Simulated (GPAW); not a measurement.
**How the form of the self-energy moves the gap of Ga2S3 (Cc)**

Aim: compare treatments of exchange, screening and correlation for the gap of Ga2S3 (Cc).

Method: LDA and many-body steps on it, plane waves, in GPAW 26.7.0.

Most raw output is cut from this account.

**1. Starting point**

Symmetry: Cc, No. 9, monoclinic system. The conventional cell has a = 11.107 Å, b = 6.395 Å, c = 7.021 Å, α = 90.00°, β = 121.17°, γ = 90.00°. Ga has 4 S at 2.19 to 2.33 Å nearest. Nearest to Ga lie 4 S at 2.20 to 2.32 Å. Nearest to S lie 2 Ga at 2.19 to 2.20 Å. Nearest to S lie 3 Ga at 2.31 to 2.32 Å. Nearest to S lie 3 Ga at 2.31 to 2.33 Å. Farther neighbours and most contacts between anions are not listed.

As a file:

```cif
data_structure
_symmetry_space_group_name_H-M 'P 1'
_symmetry_Int_Tables_number 1
_cell_length_a 6.4082
_cell_length_b 6.4082
_cell_length_c 7.0210
_cell_angle_alpha 116.650
_cell_angle_beta 116.650
_cell_angle_gamma 59.863
_cell_volume 213.35
loop_
_atom_site_label
_atom_site_type_symbol
_atom_site_fract_x
_atom_site_fract_y
_atom_site_fract_z
_atom_site_occupancy
Ga1 Ga 0.63979 0.44447 0.12512 1
Ga2 Ga 0.44447 0.63979 0.62512 1
Ga3 Ga 0.26820 0.13232 0.11559 1
Ga4 Ga 0.13232 0.26820 0.61559 1
S5 S 0.90890 0.08110 0.98380 1
S6 S 0.08110 0.90890 0.48380 1
S7 S 0.43030 0.24530 0.49990 1
S8 S 0.24530 0.43030 0.99990 1
S9 S 0.59010 0.75810 0.00840 1
S10 S 0.75810 0.59010 0.50840 1
```

The cell and positions come from the Crystallography Open Database and are kept as given unless a step says otherwise.

**2. Empty states on the mesh, 4×4×2 mesh, 263 bands**

This step: GPAW 26.7.0; DFT, LDA, plane waves, PAW.

The sums over transitions need many empty states on a uniform mesh; this step solves for them.

Contents of run.py:

```python
import json
import numpy as np
from gpaw.mpi import world
from gpaw import GPAW

calc = GPAW('gs.gpw').fixed_density(kpts={'size': (4, 4, 2), 'gamma': True},
    nbands=306,
    convergence={'bands': 263},
    update_fermi_level=True,
    txt='nscf.txt')
calc.write('full.gpw', mode='all')
res = {}
kpts = calc.get_ibz_k_points()
res['kpts'] = kpts
res['eigenvalues'] = [calc.get_eigenvalues(kpt=k) for k in range(len(kpts))]
res['n_electrons'] = calc.get_number_of_electrons()

if world.rank == 0:
    with open('result.json', 'w') as f:
        json.dump(res, f, default=lambda x: x.tolist())
```

The run is started by

```console
$ mpirun -n 8 gpaw python run.py
```

Elapsed: 4.3 min, on 8 MPI ranks of Arm Neoverse V1, shared host; peak memory 2.2 GiB; 29 min of CPU time.

This step gave:

| Item | Value |
| --- | --- |
| gap | 1.695 eV |
| k of the valence top | 0, 0, 0 |
| k of the conduction bottom | 0, 0, 0 |
| least direct gap | 1.695 eV |
| k points computed | 20 |
| lowest point of the top converged band, above the valence top | 53.9445 eV |

On this mesh the gap is 1.695 eV.

**3. G0W0, Godby-Needs plasmon pole**

G0W0 replaces the xc potential by the self-energy, built once from these orbitals. Only a window of levels is corrected, while the sums run over the empty bands that the input names.

This step: G0W0 on LDA, plane waves, PAW.

Contents of run.py:

```python
import json
import numpy as np
from gpaw.mpi import world
from gpaw.response.g0w0 import G0W0

gw = G0W0('full.gpw',
    filename='gw',
    kpts=[0],
    bands=(22, 26),
    ecut=65,
    nbands=253,
    integrate_gamma='WS',
    ppa=True)
gw.calculate()
res = {mode: {k: v for k, v in r.items() if k != 'sigma_eskwn'}
       for mode, r in gw.all_results.items()}

if world.rank == 0:
    with open('result.json', 'w') as f:
        json.dump(res, f, default=lambda x: x.tolist())
```

The run is started by

```console
$ mpirun -n 8 gpaw python run.py
```

It took 4.8 min on 8 MPI ranks; peak memory 3.9 GiB.

This step gave:

* G0W0 gap on the points computed: 3.241 eV
* least direct G0W0 gap on the computed points: 3.241 eV
* Z at the valence top: 0.7767
* Z at the conduction bottom: 0.8036
* starting gap on the mesh: 1.695 eV
* k of the valence top: 0, 0, 0
* k of the conduction bottom: 0, 0, 0

The gap on the mesh goes from 1.69 eV to 3.24 eV, a correction of +1.55 eV.

**4. G0W0, full frequency, Hilbert transform**

Changes to run.py since step 3:

```diff
@@ -12,3 +12,5 @@
     integrate_gamma='WS',
-    ppa=True)
+    frequencies={'type': 'nonlinear', 'domega0': 0.1, 'omega2': 15.0},
+    eta=0.1,
+    nblocksmax=True)
 gw.calculate()
```

The run is started by

```console
$ mpirun -n 8 gpaw python run.py
```

It took 9.1 min on 8 MPI ranks; peak memory 3.6 GiB.

This step gave:

| Property | Result |
| --- | --- |
| G0W0 gap on the points computed | 3.223 eV |
| least direct G0W0 gap on the computed points | 3.223 eV |
| Z at the valence top | 0.7506 |
| Z at the conduction bottom | 0.7883 |
| starting gap on the mesh | 1.695 eV |
| k of the valence top | 0, 0, 0 |
| k of the conduction bottom | 0, 0, 0 |

Against G0W0 in GPAW (4×4×2 mesh, 253 bands, screening to 65 eV, Godby-Needs plasmon pole), the gap moves by −0.018 eV.

**5. G0W0, multipole**

Changes to run.py since step 4:

```diff
@@ -12,5 +12,3 @@
     integrate_gamma='WS',
-    frequencies={'type': 'nonlinear', 'domega0': 0.1, 'omega2': 15.0},
-    eta=0.1,
-    nblocksmax=True)
+    mpa={'npoles': 4, 'wrange': [0, 40], 'varpi': 20.0, 'eta0': 0.01, 'eta_rest': 1.0, 'alpha': 1})
 gw.calculate()
```

The run is started by

```console
$ mpirun -n 8 gpaw python run.py
```

It took 9.3 min on 8 MPI ranks; peak memory 4 GiB.

This step gave:

| Item | Value |
| --- | --- |
| G0W0 gap on the points computed | 3.230 eV |
| least direct G0W0 gap on the computed points | 3.230 eV |
| starting gap on the mesh | 1.695 eV |
| k of the valence top | 0, 0, 0 |
| k of the conduction bottom | 0, 0, 0 |

Against G0W0 in GPAW (4×4×2 mesh, 253 bands, screening to 65 eV, Godby-Needs plasmon pole), the gap moves by −0.011 eV.

**6. The runs together**

Times are wall times on 8 MPI ranks of Arm Neoverse V1, shared host, good to a factor of about two.

| run | mesh | bands | screening cutoff (eV) | DFT gap (eV) | gap on the mesh (eV) | direct (eV) | time |
| --- | --- | --- | --- | --- | --- | --- | --- |
| G0W0, Godby-Needs plasmon pole | 4×4×2 | 253 | 65 | 1.695 | 3.241 | 3.241 | 4.8 min |
| G0W0, full frequency, Hilbert transform | 4×4×2 | 253 | 65 | 1.695 | 3.223 | 3.223 | 9.1 min |
| G0W0, multipole | 4×4×2 | 253 | 65 | 1.695 | 3.230 | 3.230 | 9.3 min |

**7. What came out**

```yaml
g0w0_godby_needs_plasmon_pole: 3.241 eV
g0w0_full_frequency_hilbert_transform: 3.223 eV
g0w0_multipole: 3.230 eV
known_limits: not at the basis limit; no spin-orbit coupling; coarse k mesh
```

In words: G0W0, full frequency, Hilbert transform: −0.018 eV against G0W0, Godby-Needs plasmon pole. G0W0, multipole: −0.011 eV against G0W0, Godby-Needs plasmon pole. Bands and cutoff are finite, so the gap is not at the basis limit. The miss can reach some tenths of an eV and take either sign; the mesh is an error of its own. These stock PAW sets were not made for GW; the filled d or f shell of Ga lies in the frozen core, which bears on start and correction. In the G0W0 runs levels were corrected at 1 k point alone, so a gap called «on the mesh» is the least over those, and an edge elsewhere would be missed. The 4×4×2 mesh is coarse for this cell, which bears on the long-range parts of exchange and screening. The many-body steps are scalar-relativistic: spin-orbit coupling is not in them.

[Paths, hosts, dates, memory and timing lines, banners, echoed tables and standing remarks are left out of the program output.]

[Logs are printed without paths, hosts, clocks, repeated set-up lines and the standing remarks that a program may print on its own settings, such as how far it seeks lower states.]

[Runs of the session that timed out or met a known fault of the program may be left out.]

[Hosts, paths, dates, database ids (printed as entryN), source tags and the programs' standing remarks are cut or masked in the printed files.]
